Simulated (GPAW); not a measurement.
# A GW chain in GPAW: InSe (R3m)

Aim: the G0W0 gap of InSe (R3m) on LDA, step by step.

Program: GPAW 26.7.0. Level of theory: LDA and many-body steps on it, plane waves. Results are calculated unless marked as measured.

The database entry behind the starting cell differs from later determinations by our own check (c about 1.5 % long), so it need not match the best structure at ambient conditions.

### Step 1. Starting point

Symmetry: R3m, No. 160, trigonal system. The conventional cell has a = 4.000 Å, b = 4.000 Å, c = 25.320 Å, α = 90.00°, β = 90.00°, γ = 120.00°. Nearest to In lie 3 Se at 2.64 Å and 1 In at 2.82 Å. Nearest to In lie 3 Se at 2.63 Å and 1 In at 2.82 Å. Se has 3 In at 2.64 Å nearest. Se has 3 In at 2.63 Å nearest. Farther neighbours and most contacts between anions are not listed.

As a file:

```cif
data_structure
_symmetry_space_group_name_H-M 'P 1'
_symmetry_Int_Tables_number 1
_cell_length_a 8.7503
_cell_length_b 8.7503
_cell_length_c 8.7503
_cell_angle_alpha 26.425
_cell_angle_beta 26.425
_cell_angle_gamma 26.425
_cell_volume 116.95
loop_
_atom_site_label
_atom_site_type_symbol
_atom_site_fract_x
_atom_site_fract_y
_atom_site_fract_z
_atom_site_occupancy
In1 In 0.00000 0.00000 0.00000 1
In2 In 0.11140 0.11140 0.11140 1
Se3 Se 0.61650 0.61650 0.61650 1
Se4 Se 0.82810 0.82810 0.82810 1
```

The cell and positions come from the Crystallography Open Database and are kept as given unless a step says otherwise.

### Step 2. Ground state

This step: GPAW 26.7.0; DFT, LDA, plane waves, PAW.

The ground-state density comes first.

The input, run.py:

```python
import json
import numpy as np
from gpaw.mpi import world
from ase import Atoms
from gpaw import GPAW, PW, FermiDirac

atoms = Atoms(['In', 'In', 'Se', 'Se'],
    cell=[[2.0000000000, 1.1547005384, 8.4400000000],
      [-2.0000000000, 1.1547005384, 8.4400000000],
      [0.0000000000, -2.3094010768, 8.4400000000]],
    scaled_positions=[[0.0000000000, 0.0000000000, 0.0000000000],
      [0.1114000000, 0.1114000000, 0.1114000000],
      [0.6165000000, 0.6165000000, 0.6165000000],
      [0.8281000000, 0.8281000000, 0.8281000000]],
    pbc=(True, True, True))
calc = GPAW(mode=PW(450),
    xc='LDA',
    kpts={'size': (8, 8, 8), 'gamma': True},
    occupations=FermiDirac(0.001),
    nbands=-8,
    convergence={'density': 1e-6, 'bands': -3},
    maxiter=100,
    txt='gs.txt')
atoms.calc = calc
res = {'energy': atoms.get_potential_energy()}
kpts = calc.get_ibz_k_points()
res['kpts'] = kpts
res['eigenvalues'] = [calc.get_eigenvalues(kpt=k) for k in range(len(kpts))]
res['n_electrons'] = calc.get_number_of_electrons()
calc.write('gs.gpw')

if world.rank == 0:
    with open('result.json', 'w') as f:
        json.dump(res, f, default=lambda x: x.tolist())
```

The run is started by

```bash
$ mpirun -n 8 gpaw python run.py
```

Numbers of over 12 decimals in the logs are rounded to 6 here.

The log of the run:

```text
__  _  _
 | _ |_)|_||  |
 |__||  | ||/\| - 26.7.0

Input parameters:
  mode=PW(ecut=450.000000),
  convergence={'density': 1e-06, 'bands': -3},
  kpts=MonkhorstPack(size=(8, 8, 8), gamma=True),
  maxiter=100,
  nbands=-8,
  occupations=Occupations(name='fermi-dirac', width=0.001, fixmagmom=False),
  xc=XC(name='LDA')
  [... matrices ...]
Diagonalizing LCAO Hamiltonian
Converting LCAO to pw mode

       Se

       Se

       In

       In

Atoms  # Å, Bohr magnetons
|   | symbol |        x |         y |         z |    initial magnetic moments |
| 0 |     In | 0.000000 |  0.000000 |  0.000000 | ( 0.0000,  0.0000,  0.0000) |
| 1 |     In | 0.000000 |  0.000000 |  2.820648 | ( 0.0000,  0.0000,  0.0000) |
| 2 |     Se | 0.000000 | -0.000000 | 15.609780 | ( 0.0000,  0.0000,  0.0000) |
| 3 |     Se | 0.000000 |  0.000000 | 20.967492 | ( 0.0000,  0.0000,  0.0000) |

Unit cell  # Å
| periodic |         x |         y |        z |  lengths |    angles |
|      yes |  2.000000 |  1.154701 | 8.440000 | 8.750253 | 26.425182 |
|      yes | -2.000000 |  1.154701 | 8.440000 | 8.750253 | 26.425182 |
|      yes |  0.000000 | -2.309401 | 8.440000 | 8.750253 | 26.425182 |

Number of symmetries: 6
Symmetry operations  # r_c * U_cc + t_c -> r_c
|   | kind |            matrix            |
| 0 |  E   |  1, 0, 0,  0, 1, 0,  0, 0, 1 |
| 1 |  σ   |  1, 0, 0,  0, 0, 1,  0, 1, 0 |
| 2 |  σ   |  0, 1, 0,  1, 0, 0,  0, 0, 1 |
| 3 |  C3  |  0, 1, 0,  0, 0, 1,  1, 0, 0 |
| 4 |  C3  |  0, 0, 1,  1, 0, 0,  0, 1, 0 |
| 5 |  σ   |  0, 0, 1,  0, 1, 0,  1, 0, 0 |

BZ-sampling:
  Number of BZ points: 512
  Number of IBZ points: 65

  Monkhorst-Pack size: [8, 8, 8]
  Monkhorst-Pack shift: [0.0625, 0.0625, 0.0625]

K-points  # in reciprocal-cell coordinates
|     |                                coordinates |     weight |
|   0 | (  0.00000000,   0.00000000,   0.00000000) | 0.00195312 |
|   1 | (  0.12500000,   0.00000000,  -0.12500000) | 0.01171875 |
|   2 | (  0.12500000,   0.00000000,   0.00000000) | 0.01171875 |
|   3 | (  0.12500000,   0.12500000,  -0.12500000) | 0.01171875 |
|   4 | (  0.12500000,   0.12500000,   0.00000000) | 0.01171875 |
|   5 | (  0.12500000,   0.12500000,   0.12500000) | 0.00390625 |
|   6 | (  0.25000000,  -0.12500000,  -0.12500000) | 0.01171875 |
|   7 | (  0.25000000,   0.00000000,  -0.25000000) | 0.01171875 |
|   8 | (  0.25000000,   0.00000000,  -0.12500000) | 0.02343750 |
|   9 | (  0.25000000,   0.00000000,   0.00000000) | 0.01171875 |
| ... |                                            |            |
|  64 | (  0.50000000,   0.50000000,   0.50000000) | 0.00195312 |

Plane wave coefficients: 2563
Cutoff: 450.000000 eV

Spin-components: 1 (collinear spins)
Bands:           27
Projectors:      22
Spin-degeneracy: 2
Datatype:        complex128

  Storage: CPU
  Wave functions: 70_059_600 bytes (8_757_450 per core)
  Projectors: 62_275_200 bytes (7_784_400 per core)
  [... matrices ...]
Parallelization:
  kpt:    8
  domain: 1
  band:   1

Density:
  Valence electrons: 38.0
  Components: 1
  Grid points: [45 45 45]
  Charge: 0.0  # |e|

Potential:
  Grid points: [45 45 45]

species:
  In:
    name:    Indium
    Z:       49.0
    valence: 13
    core:    36
    charge:  0.0  # [|e|]
    compensation charges:
      type: gauss
      rc: 0.36  # [Å]
      lmax: 2
    cutoffs:
      filter: 2.09  # [Å]
      core: 2.48  # [Å]
    projectors
    | kind |    occ | energy [eV] | rcut [Å] |
    |   5s |  2.000 |      -8.474 |    1.185 |
    |   5p |  1.000 |      -2.700 |    1.244 |
    |   4d | 10.000 |     -18.723 |    1.148 |
    |    s |        |      18.738 |    1.185 |
    |    p |        |      24.512 |    1.244 |
    |    d |        |       8.489 |    1.148 |

    Using partial waves for In as LCAO basis

  Se:
    name:    Selenium
    Z:       34.0
    valence: 6
    core:    28
    charge:  0.0  # [|e|]
    compensation charges:
      type: gauss
      rc: 0.27  # [Å]
      lmax: 2
    cutoffs:
      filter: 1.77  # [Å]
      core: 2.67  # [Å]
    projectors
    | kind |    occ | energy [eV] | rcut [Å] |
    |   4s |  2.000 |     -17.472 |    0.847 |
    |   4p |  4.000 |      -6.656 |    1.005 |
    |    s |        |       9.739 |    0.847 |
    |    p |        |      20.555 |    1.005 |
    |    d |        |       0.000 |    0.847 |

    Using partial waves for Se as LCAO basis

Reference energy: -451702.928124  # eV

eigensolver:
  PPCG
  Converge bands: -3
  niter=2

density mixing:
  MSR1-Mixer
  Pratt-step length: 0.05
  Maximum mixing coefficient: 0.75
  Old densities: 10
  SVD Regularization: 0.005
  Good broyden scale: 1.0
  Trust region scale: 1.0
  Backstep threshold: 4.0
  History deletion threshold: 6.0
  Fourier metric: weight=20.0, sigma=0.015

occupation numbers:
  Fermi-Dirac:
    width: 0.0010  # eV

poisson solver:
  ecut: 3600.000000  # eV

xc functional:
  name: None

Initialization done in: 2.206 s

convergence criteria:
- Maximum integral of absolute [dens]ity change: 1e-06 electrons / valence electron
- Maximum [total energy] change in last 3 cyles: 0.0005 eV / valence electron
- Maximum integral of absolute [eigenst]ate change: 4e-08 eV^2 / valence electron
maximum number of iterations: 100

SCF iterations
|iter     |     time |      energy | eigst |  dens |
|iter:   1|  |  -17.403222 | +0.44 |       |
|iter:   2|  |  -17.315473 | -1.22 | -1.25 |
|iter:   3|  |  -17.046927 | -1.78 | -1.30 |
|iter:   4|  |  -17.005299 | -1.94 | -1.69 |
|iter:   5|  |  -17.004094 | -3.16 | -2.22 |
|iter:   6|  |  -17.003093c| -3.52 | -2.55 |
|iter:   7|  |  -17.003102c| -5.20 | -3.27 |
|iter:   8|  |  -17.003103c| -6.49 | -3.93 |
|iter:   9|  |  -17.003103c| -7.21 | -4.56 |
|iter:  10|  |  -17.003103c| -7.51c| -4.85 |
|iter:  11|  |  -17.003103c| -7.90c| -5.46 |
|iter:  12|  |  -17.003103c| -8.42c| -5.96 |
|iter:  13|  |  -17.003103c| -8.84c| -6.32c|

Converged in 13 steps
SCF loop duration: 16.270 s (1.252 s/step)
Energy contributions relative to reference atoms: (reference = -451702.928124)
  [... matrices ...]
Energy contributions:
  Kinetic:          38.389260
  Coulomb:         -36.607065
  Zero:              0.304783
  External:          0.000000
  Xc:              -19.090082
  Entropy:          -0.000000
  Spinorbit:         0.000000
  ----------------------------
  Free energy:     -17.003103
  Extrapolated:    -17.003103

dipole moment: (-0.000000, -0.000000, -103.036749)  # |e|*Ang

Fermi level: 4.403
Eigenvalues  # (at kpt = [0.000, 0.000, 0.000])
| band index |      eig [eV] | occ [0-2] |
|          0 |       -10.241 |     2.000 |
|        ... |               |           |
|         11 |        -8.809 |     2.000 |
|         12 |        -1.978 |     2.000 |
|         13 |         0.871 |     2.000 |
|         14 |         2.806 |     2.000 |
|         15 |         3.079 |     2.000 |
|         16 |         3.079 |     2.000 |
|         17 |         3.171 |     2.000 |
|         18 |         3.171 |     2.000 |
|         19 |         5.930 |     0.000 |
|         20 |         6.288 |     0.000 |
|         21 |         8.682 |     0.000 |
|         22 |         8.682 |     0.000 |
|         23 |         9.448 |     0.000 |
|         24 |         9.757 |     0.000 |
|         25 |         9.757 |     0.000 |
|         26 |        11.779 |     0.000 |

Gap: 0.209 eV
Transition (v -> c):
  (s=0, k=64, n=18, [0.50, 0.50, 0.50]) -> (s=0, k=64, n=19, [0.50, 0.50, 0.50])
No difference between direct/indirect transitions
# Writing to gs.gpw (mode='')
  [... matrices ...]
```

It took 20 s on 8 MPI ranks of AMD EPYC 9R45, shared host; peak memory 2.1 GiB.

This step gave:

```
total energy               : -17.00 eV
gap                        : 0.2086 eV
k of the valence top       : 0.5, 0.5, 0.5
k of the conduction bottom : 0.5, 0.5, 0.5
least direct gap           : 0.2086 eV
```

The gap is direct, at (0.500, 0.500, 0.500).

### Step 3. Empty states on the mesh, 4×4×4 mesh, 547 bands

The sums over transitions need many empty states on a uniform mesh; this step solves for them.

The input, run.py:

```python
import json
import numpy as np
from gpaw.mpi import world
from gpaw import GPAW

calc = GPAW('gs.gpw').fixed_density(kpts={'size': (4, 4, 4), 'gamma': True},
    parallel={'domain': 1, 'band': 1},
    txt='nscf.txt')
calc.diagonalize_full_hamiltonian(nbands=547)
calc.write('full.gpw', mode='all')
res = {}
kpts = calc.get_ibz_k_points()
res['kpts'] = kpts
res['eigenvalues'] = [calc.get_eigenvalues(kpt=k) for k in range(len(kpts))]
res['n_electrons'] = calc.get_number_of_electrons()

if world.rank == 0:
    with open('result.json', 'w') as f:
        json.dump(res, f, default=lambda x: x.tolist())
```

The run is started by

```bash
$ mpirun -n 8 gpaw python run.py
```

The log of the run:

```text
Diagonalizing LCAO Hamiltonian
Converting LCAO to pw mode
convergence criteria:
- Maximum integral of absolute [eigenst]ate change: 4e-08 eV^2 / valence electron
maximum number of iterations: 100

SCF iterations
|iter     |     time |      energy | eigst |  dens |
|iter:   1|  |             | +0.39 |       |
|iter:   2|  |             | -1.36 |       |
|iter:   3|  |             | -2.49 |       |
[...]
|iter:   7|  |             | -6.47 |       |
|iter:   8|  |             | -7.38 |       |
|iter:   9|  |             | -7.93c|       |
SCF steps: 9
  __  _  _
 | _ |_)|_||  |
 |__||  | ||/\| - 26.7.0

Input parameters:
  mode=PW(ecut=450.000000),
  convergence={'density': 1e-06, 'bands': -3},
  gpts=array([45, 45, 45]),
  kpts=MonkhorstPack(size=(4, 4, 4), gamma=True),
  maxiter=100,
  nbands=27,
  occupations=Occupations(name='fermi-dirac', width=0.001, fixmagmom=False),
  parallel={'domain': 1, 'band': 1},
  xc=XC(name='LDA')
Matrix size: 2495x2495
# Writing to full.gpw (mode='all')
  [... matrices ...]

timing:  # [seconds]
  Total: 17.069  # ━━━━━━━━━━━━━━━━━━━━━━━━━━━━━━━━━━━━━━━━━━━━━━━━━━━━━━━━━━
```

Wall time 23 s (8 MPI ranks); peak memory 5.7 GiB.

This step gave:

```yaml
gap: 0.2086 eV
k_of_the_valence_top: 0.5, 0.5, 0.5
k_of_the_conduction_bottom: 0.5, 0.5, 0.5
least_direct_gap: 0.2086 eV
k_points_computed: 13
lowest_point_of_the_top_converged_band_above_the_valence_top: 148.2476 eV
```

On this mesh the gap is 0.209 eV.

### Step 4. Screening and self-energy, 4×4×4 mesh, 249 bands, screening to 96 eV

G0W0 replaces the xc potential by the self-energy, built once from these orbitals. Only a window of levels is corrected, while the sums run over the empty bands that the input names.

This step: G0W0 on LDA, plane waves, PAW.

The input, run.py:

```python
import json
import numpy as np
from gpaw.mpi import world
from gpaw.response.g0w0 import G0W0

gw = G0W0('full.gpw',
    filename='gw',
    kpts=[0, 12],
    bands=(17, 21),
    ecut=96,
    nbands=249,
    integrate_gamma='WS',
    ppa=True)
gw.calculate()
res = {mode: {k: v for k, v in r.items() if k != 'sigma_eskwn'}
       for mode, r in gw.all_results.items()}

if world.rank == 0:
    with open('result.json', 'w') as f:
        json.dump(res, f, default=lambda x: x.tolist())
```

The run is started by

```bash
$ mpirun -n 8 gpaw python run.py
```

The log of the run:

```text
Using integrator: PointIntegrator
FrequencyGridDescriptor(from 0.000+0.000j to 0.000+27.211j eV, 2 points)
Nonperiodic BCs:  [False False False]
Using integrator: PointIntegrator
FrequencyGridDescriptor(from 0.000+0.000j to 0.000+27.211j eV, 2 points)
Nonperiodic BCs:  [False False False]
  ___  _ _ _
 |   || | | |
 | | || | | |
 |__ ||_____|
 |___|

BZ k-points: Symmetries present (total): 6

  [... matrices ...]
64 k-points: 4 x 4 x 4 Monkhorst-Pack grid + [1/8,1/8,1/8]
13 k-points in the irreducible part of the Brillouin zone
       k-points in crystal coordinates                weights
   0:     0.00000000    0.00000000    0.00000000          1/64
   1:     0.25000000    0.00000000   -0.25000000          6/64
   2:     0.25000000    0.00000000    0.00000000          6/64
   3:     0.25000000    0.25000000   -0.25000000          6/64
   4:     0.25000000    0.25000000    0.00000000          6/64
   5:     0.25000000    0.25000000    0.25000000          2/64
   6:     0.50000000    0.00000000    0.00000000          3/64
   7:     0.50000000    0.25000000   -0.25000000          6/64
   8:     0.50000000    0.25000000    0.00000000         12/64
   9:     0.50000000    0.25000000    0.25000000          6/64
          ...
  12:     0.50000000    0.50000000    0.50000000          1/64

Distributing spins, k-points and bands (1 x 2 x 4) over 8 processes
Number of blocks: 1

Quasi particle states:
k-points (IBZ indices): [0, 12]
Band range: (17, 21)
  [... matrices ...]
Computational parameters:
Plane wave cut-off: 96 eV
Number of bands: 249
Coulomb cutoff: None
Broadening: 0.1 eV

fxc modes: GW
Kernel: RPA
Using Godby-Needs plasmon-pole approximation:
  Fitting energy: i*E0, E0 = 1.000 Hartree
Summing all q:

Calculating screened Coulomb potential
No Coulomb truncation
FrequencyGridDescriptor(from 0.000+0.000j to 0.000+27.211j eV, 2 points)
Removing empty qpoint cache files...

Calculating chi0 body with:
    Ground state adapter containing:
    Number of spins: 1
    Number of kpoints: 64
    Number of irreducible kpoints: 13
    Number of completely occupied states: 19
    Number of partially occupied states: 19
    Occupied states memory: 26.418686 M / cpu

    Linear response parametrization:
    q_c: [0.0, 0.0, 0.0]
    Number of frequency points: 2
    Planewave cutoff: 96.0
    Number of bands: 249
    Number of planewaves: 253
    Broadening (eta): 1e-06
    comm.size: 8
    kncomm.size: 8
    blockcomm.size: 1

    Memory estimate of potentially large arrays:
        chi0_wGG: 1.953400 M / cpu
Integrating chi0 body.

Symmetries of q_c:
    Direct symmetries (Uq -> q): 6
    Indirect symmetries (TUq -> q): 6
In total 12 allowed symmetries.

  [... matrices ...]
13 groups of equivalent kpoints. 79.6875% reduction.

Integral kind: response function
Integrating chi0 head and wings.

Symmetries of q_c:
    Direct symmetries (Uq -> q): 6
    Indirect symmetries (TUq -> q): 6
In total 12 allowed symmetries.

  [... matrices ...]
13 groups of equivalent kpoints. 79.6875% reduction.

Integral kind: response function wings

Calculating chi0 body with:
    Ground state adapter containing:
    Number of spins: 1
    Number of kpoints: 64
    Number of irreducible kpoints: 13
    Number of completely occupied states: 19
    Number of partially occupied states: 19
    Occupied states memory: 26.418686 M / cpu

[... the further q-points ...]

Results:
f:      Occupation numbers
eps:     KS-eigenvalues [eV]
vxc:     KS vxc [eV]
exx:     Exact exchange [eV]
sigma:   Self-energies [eV]
dsigma:  Self-energy derivatives
Z:       Renormalization factors
qp:      QP-energies [eV]

k-point 0 (0): (0.000, 0.000, 0.000)                GW
band       f     eps     vxc     exx   sigma  dsigma       Z      qp
                                                                   GW
  17   1.000   3.171 -16.024 -18.109   1.801  -0.283   0.779   2.950
  18   1.000   3.171 -16.024 -18.109   1.801  -0.283   0.779   2.950
  19   0.000   5.930 -15.071 -10.908  -3.268  -0.264   0.791   6.639
  20   0.000   6.288 -13.036  -8.560  -3.653  -0.242   0.805   6.950

k-point 1 (12): (0.500, 0.500, 0.500)                GW
band       f     eps     vxc     exx   sigma  dsigma       Z      qp
                                                                   GW
  17   1.000   3.248 -16.203 -18.265   1.793  -0.283   0.780   3.039
  18   1.000   4.385 -15.106 -16.151   0.868  -0.273   0.786   4.246
  19   0.000   4.594 -14.250 -10.544  -2.840  -0.249   0.800   5.287
  20   0.000   6.358 -12.980  -8.353  -3.776  -0.246   0.803   7.042
```

The job ended after 3.7 min (8 MPI ranks; peak memory 7 GiB).

Numbers from this step:

```
G0W0 gap on the points computed              : 1.041 eV
least direct G0W0 gap on the computed points : 1.041 eV
Z at the valence top                         : 0.7856
Z at the conduction bottom                   : 0.8003
starting gap on the mesh                     : 0.2086 eV
k of the valence top                         : 0.5, 0.5, 0.5
k of the conduction bottom                   : 0.5, 0.5, 0.5
```

The gap on the mesh goes from 0.21 eV to 1.04 eV, a correction of +0.83 eV.

Limits: finite bands, cutoff and mesh; no spin-orbit coupling. v1 is the top filled band, c1 the lowest empty one. Levels before and after the correction, in eV, zero at the valence-band top of each column:

|  | conduction bottom | valence top |
| --- | --- | --- |
| Kohn-Sham | 0.21 | 0.00 |
| G0W0 | 1.04 | 0.00 |

|  | level | energy (eV) |
| --- | --- | --- |
| Kohn-Sham | (0.5 0.5 0.5) v2 | -1.137 |
| Kohn-Sham | (0.5 0.5 0.5) v1 | 0.000 |
| Kohn-Sham | (0.5 0.5 0.5) c1 | 0.209 |
| Kohn-Sham | (0.5 0.5 0.5) c2 | 1.973 |
| G0W0 | (0.5 0.5 0.5) v2 | -1.208 |
| G0W0 | (0.5 0.5 0.5) v1 | 0.000 |
| G0W0 | (0.5 0.5 0.5) c1 | 1.041 |
| G0W0 | (0.5 0.5 0.5) c2 | 2.795 |

### Step 5. Where the time went

Times are wall times on 8 MPI ranks of AMD EPYC 9R45, shared host, good to a factor of about two.

```csv
step,time,share,memory (GiB)
ground state,20 s,7 %,2.1
empty states on the mesh,23 s,8 %,5.7
screening and self-energy,3.7 min,84 %,7.0
```

### Step 6. Summary of results

| Property | Result |
| --- | --- |
| LDA gap | 0.21 eV, direct |
| G0W0 gap on the mesh | 1.04 eV |
| GW settings | 4×4×4 mesh, 249 bands, screening to 96 eV, Godby-Needs plasmon pole |
| known limits | not at the basis limit; no spin-orbit coupling |

In words: G0W0 moves the gap on the mesh from 0.21 eV to 1.04 eV (+0.83 eV), with Z of 0.79 and 0.80 at the edges. Only 2 of the mesh's irreducible points were corrected, so a valley elsewhere could overtake. The dearest step here is «screening and self-energy». Bands and cutoff are finite, so the gap is not at the basis limit. The miss can reach some tenths of an eV and take either sign; the mesh is an error of its own. These stock PAW sets were not made for GW; the filled d or f shell of Se lies in the frozen core, which bears on start and correction. In the G0W0 run levels were corrected at 2 k points alone, so a gap called «on the mesh» is the least over those, and an edge elsewhere would be missed. The many-body steps are scalar-relativistic: spin-orbit coupling is not in them.

[Paths, hosts, dates, memory and timing lines, banners, echoed tables and standing remarks are left out of the program output.]

[Logs are printed without paths, hosts, clocks, repeated set-up lines and the standing remarks that a program may print on its own settings, such as how far it seeks lower states.]

[Runs of the session that timed out or met a known fault of the program may be left out.]

[Hosts, paths, dates, database ids (printed as entryN), source tags and the programs' standing remarks are cut or masked in the printed files.]
